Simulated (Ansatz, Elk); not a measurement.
# How far do independent atoms describe LuScAl5?

The structure of LuScAl5 used here is made up (a known structure type with other elements) and was relaxed beforehand with PBEsol. The aim is the Fourier transform of its all-electron density, F(hkl), set beside the sum over free spherical atoms that refinements use.

Calculated with Elk 11.2.3 (patched build); DFT, PBE, all-electron APW+lo, Dirac cores, scalar-relativistic bands, static density, no spin.

This account leaves out most program logs.

The structure was built from a prototype and need not be the compound's stable phase.

### 1. Starting point

Symmetry: P4/mmm, No. 123, tetragonal system. The conventional cell has a = 4.103 Å, b = 4.103 Å, c = 8.183 Å, α = 90.00°, β = 90.00°, γ = 90.00°. Nearest to Lu lie 12 Al at 2.90 to 2.94 Å. Sc has 8 Al at 2.86 Å nearest. Nearest to Al lie 2 Sc at 2.86 Å and 6 Al at 2.90 to 2.94 Å and 2 Lu at 2.94 Å. Nearest to Al lie 4 Lu at 2.90 Å and 8 Al at 2.94 Å. Farther neighbours are not listed.

### 2. Ground state and structure factors

An all-electron density is needed, since X-rays see the cores too. Task 0 finds the density and task 195 Fourier-transforms it; tshift is off so that phases refer to the origin typed.

Contents of elk.in:

```
tasks
  0
  195

xctype
  20

spinpol
  .false.

rgkmax
  7.0

gmaxvr
  14.0

lmaxo
  7

lmaxapw
  8

swidth
  0.002

tshift
  .false.

ramdisk
  .false.

hmaxvr
  5.5

maxscl
  120

epspot
  1e-06

sppath
  './'

avec
  7.75419565858 0.00000000000 0.00000000000
  0.00000000000 7.75419565858 0.00000000000
  0.00000000000 0.00000000000 15.46328272944

atoms
  3
  'Lu.in'
  1
  -0.0000000000 0.0000000000 0.0000000000   0.000000 0.000000 0.000000
  'Sc.in'
  1
  0.0000000000 -0.0000000000 0.5000000000   0.000000 0.000000 0.000000
  'Al.in'
  5
  0.5000000000 -0.0000000000 0.7430345062   0.000000 0.000000 0.000000
  0.0000000000 0.5000000000 0.7430345062   0.000000 0.000000 0.000000
  0.5000000000 -0.0000000000 0.2569654938   0.000000 0.000000 0.000000
  0.0000000000 0.5000000000 0.2569654938   0.000000 0.000000 0.000000
  0.5000000000 0.5000000000 0.0000000000   0.000000 0.000000 0.000000

ngridk
  6 6 3
```

Command:

```bash
OMP_NUM_THREADS=4 elk
```

Elapsed: 35 s, on 4 threads of AMD EPYC 9R14 (Zen 4), shared host; peak memory 0.3 GiB.

SFACRHO.OUT:

```text

h k l indices transformed by vhmat matrix:
   1.000000000       0.000000000       0.000000000    
   0.000000000       1.000000000       0.000000000    
   0.000000000       0.000000000       1.000000000    

      h      k      l  multipl.   |H|            Re(F)            Im(F)           |F|

      0      0      0      1   0.0000000       157.00000     -0.29438313E-16   157.00000    
      0      0     -1      2  0.40632933       59.515638     -0.58251498E-16   59.515638    
      0      1      0      4  0.81029491       72.470848      0.35832406E-14   72.470848    
      0      0      2      2  0.81265866       50.972191     -0.41422690E-14   50.972191    
      0      1     -1      8  0.90646642       36.798729      0.11923696E-14   36.798729    
     -1      1      0      4   1.1459301       48.780485      0.29785020E-16   48.780485    
      0      1      2      8   1.1476027       67.919513     -0.59981950E-14   67.919513    
      1      1     -1      8   1.2158368       56.597181     -0.22470252E-14   56.597181    
      0      0      3      2   1.2189880       59.935729      0.33484565E-14   59.935729    
      1      1     -2      8   1.4048380       118.34999     -0.52271845E-14   118.34999    
      0      1     -3      8   1.4637314       35.366863     -0.36856308E-14   35.366863    
      0     -2      0      4   1.6205898       113.15659      0.63055611E-14   113.15659    
      0      0     -4      2   1.6253173       112.37685      0.71212282E-14   112.37685    
      0      2     -1      8   1.6707528       49.544481     -0.36771443E-14   49.544481    
      1      1     -3      8   1.6730473       46.751742     -0.21169357E-14   46.751742    
      1     -2      0      8   1.8118745       59.956095      0.50834467E-14   59.956095    
      2      0     -2      8   1.8129328       44.008943      0.53411312E-14   44.008943    
     -1      0      4      8   1.8161041       59.985396     -0.12999713E-13   59.985396
```

Elk indexes on the primitive cell of elk.in and gives |H| = 4π sin θ/λ in inverse bohr. Below, one row stands for each form hkl of the conventional cell (m members, Friedel mates merged), F is for one primitive cell and the density is static (no thermal factor). Free-atom factors are Waasmaier and Kirfel's, and R is Σm||F|−|F'||/Σm|F|.

```tsv
hkl	m	sin θ/λ (Å⁻¹)	abs F, DFT	neutral atoms	diff.
001	2	0.061	59.516	59.467	+0.049
100	4	0.122	72.471	72.232	+0.239
002	2	0.122	50.972	51.010	-0.037
101	8	0.136	36.799	36.924	-0.126
110	4	0.172	48.781	49.033	-0.252
102	8	0.173	67.919	68.263	-0.344
111	8	0.183	56.597	56.705	-0.108
003	2	0.183	59.936	59.967	-0.031
112	8	0.211	118.350	118.962	-0.612
103	8	0.220	35.367	35.328	+0.039
200	4	0.244	113.157	113.766	-0.609
004	2	0.244	112.377	113.130	-0.753
201	8	0.251	49.544	49.903	-0.359
113	8	0.252	46.752	46.941	-0.190
```

### 3. The highest occupied states alone

An energy window below the Fermi level keeps the highest occupied states, to see at which angles they scatter; shallow core shells can lie inside it and anion s states outside. No new self-consistency is needed.

elk.in, as its differences from that of step 2:

```diff
@@ -1,3 +1,2 @@
 tasks
-  0
   195
@@ -40,2 +39,5 @@
 
+wsfac
+  -0.141140 0.526360
+
 sppath
```

Command:

```bash
OMP_NUM_THREADS=4 elk
```

Elapsed: 12 s, on 4 threads; peak memory 0.2 GiB.

States within 10 eV below the Fermi level hold 35.00 electrons; any levels below the window count with the cores. Their amplitudes can exceed the total, where window and core parts have opposite phase:

```tsv
hkl	sin θ/λ (Å⁻¹)	abs F, window	abs F, all
001	0.061	15.617	59.516
100	0.122	13.811	72.471
002	0.122	11.388	50.972
101	0.136	11.539	36.799
110	0.172	11.376	48.781
102	0.173	12.077	67.919
111	0.183	11.924	56.597
003	0.183	12.087	59.936
112	0.211	11.764	118.350
103	0.220	10.949	35.367
```

### 4. Another functional

The difference from free atoms is small, so it is set against the change that LDA (Perdew-Wang) makes.

elk.in, as its differences from that of step 3:

```diff
@@ -1,2 +1,3 @@
 tasks
+  0
   195
@@ -4,3 +5,3 @@
 xctype
-  20
+  3
 
@@ -39,5 +40,2 @@
 
-wsfac
-  -0.141140 0.526360
-
 sppath
```

Command:

```bash
OMP_NUM_THREADS=4 elk
```

Wall time 22 s (4 threads); peak memory 0.23 GiB; 58 s of CPU time.

Against the first run R = 0.05 %; the largest change is -0.086 at 220.

### 5. Basis size

The basis and the expansions that go with it are enlarged, to see whether the differences are converged.

elk.in, as its differences from that of step 4:

```diff
@@ -5,3 +5,3 @@
 xctype
-  3
+  20
 
@@ -11,12 +11,12 @@
 rgkmax
-  7.0
+  8.5
 
 gmaxvr
-  14.0
+  18.0
 
 lmaxo
-  7
+  9
 
 lmaxapw
-  8
+  10
```

Command:

```bash
OMP_NUM_THREADS=4 elk
```

Elapsed: 84 s, on 4 threads; peak memory 0.58 GiB.

Against the first run R = 0.00 %; the largest change is -0.005 at 008.

### 6. Settings against the effect

```tsv
run	R against the first run (%)	R against neutral atoms, low angle (%)	wall time
PBE, rgkmax 7	0.00	0.31	35 s
LDA (Perdew-Wang)	0.05	0.31	22 s
rgkmax 8.5 with larger expansions	0.00	0.31	84 s
```

### 7. Results

```json
{"R against neutral atoms, sin θ/λ < 0.3 Å⁻¹": "0.31 %", "R against neutral atoms, 0.3 to 0.69 Å⁻¹": "0.27 %"}
```

Independent neutral atoms miss the calculated amplitudes by R = 0.31 % below 0.3 Å⁻¹ and 0.27 % from there to 0.69 Å⁻¹; by shells, 0.27 % below 0.15 Å⁻¹ (4 forms), 0.31 % 0.15 to 0.3 (16 forms), 0.26 % 0.3 to 0.45 (31 forms), 0.27 % above 0.45 (98 forms). Bonding, aspherical density and the tables' own atoms all enter these figures, and the runs don't part them. The largest change of an amplitude is -0.75 electrons, at 004. The window's part falls from 35.0 electrons at the origin to at most 6.10 between 0.45 and 0.69 Å⁻¹, where compact states inside the window still scatter. Below 0.3 Å⁻¹ the changes that finished (LDA (Perdew-Wang) and rgkmax 8.5 with larger expansions) move F by R = 0.02 % at most, against the 0.31 % that separates it from free atoms. The k-mesh has no finished test. Spin-orbit coupling is left out, which can matter for elements this heavy. Part of the difference isn't bonding: the tables are fits to free atoms and ions calculated by other methods than this functional. Thermal motion, anomalous dispersion and extinction are left out.

[Logs are printed without paths, hosts, clocks, repeated set-up lines and the standing remarks that a program may print on its own settings, such as how far it seeks lower states.]

[Hosts, paths, dates, database ids (printed as entryN), source tags and the programs' standing remarks are cut or masked in the printed files.]
